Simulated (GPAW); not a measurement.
Entries from a set of simulations; values are calculated unless marked as measured.

Quasiparticle gap of CsGeBr3 (R3m) in GPAW. Symmetry: R3m, No. 160, trigonal system. The conventional cell has a = 7.939 Å, b = 7.939 Å, c = 10.005 Å, α = 90.00°, β = 90.00°, γ = 120.00°. Cs has 12 Br at 3.97 to 4.09 Å nearest. Nearest to Ge lie 6 Br at 2.55 to 3.14 Å. Nearest to Br lie 2 Ge at 2.55 to 3.14 Å and 4 Cs at 3.97 to 4.09 Å. Farther neighbours and most contacts between anions are not listed. The calculation used DFT, LDA, plane waves, PAW (and 1 further level or step) in GPAW 26.7.0, with cutoff 450 eV, GPAW PAW setups 1.2.1 data release, 2×2×2 k-mesh, nbands 226 in one of its runs. The LDA gap is 1.10 eV, direct, the G0W0 gap on the mesh is 2.12 eV and the GW settings are 2×2×2 mesh, 216 bands, screening to 65 eV, Godby-Needs plasmon pole. The known limits are not at the basis limit; no spin-orbit coupling; coarse k mesh. It took 3 runs, 63 s in all on 4 MPI ranks of Arm Neoverse V2, shared host (the runs of this entry). G0W0 moves the gap on the mesh from 1.10 eV to 2.12 eV (+1.02 eV), with Z of 0.79 and 0.80 at the edges. Only 2 of the mesh's irreducible points were corrected, so a valley elsewhere could overtake. The cell and positions are those that the Materials Project relaxed with its own functionals (PBE, PBE+U or r2SCAN), kept fixed. Limits: no spin-orbit coupling. Bands and cutoff are finite, so the gap is not at the basis limit. The miss can reach some tenths of an eV and take either sign; the mesh is an error of its own. The 2×2×2 mesh is coarse for this cell, which bears on the long-range parts of exchange and screening.

[Runs of the session that timed out or met a known fault of the program may be left out.]

[Hosts, paths, dates, database ids (printed as entryN), source tags and the programs' standing remarks are cut or masked in the printed files.]
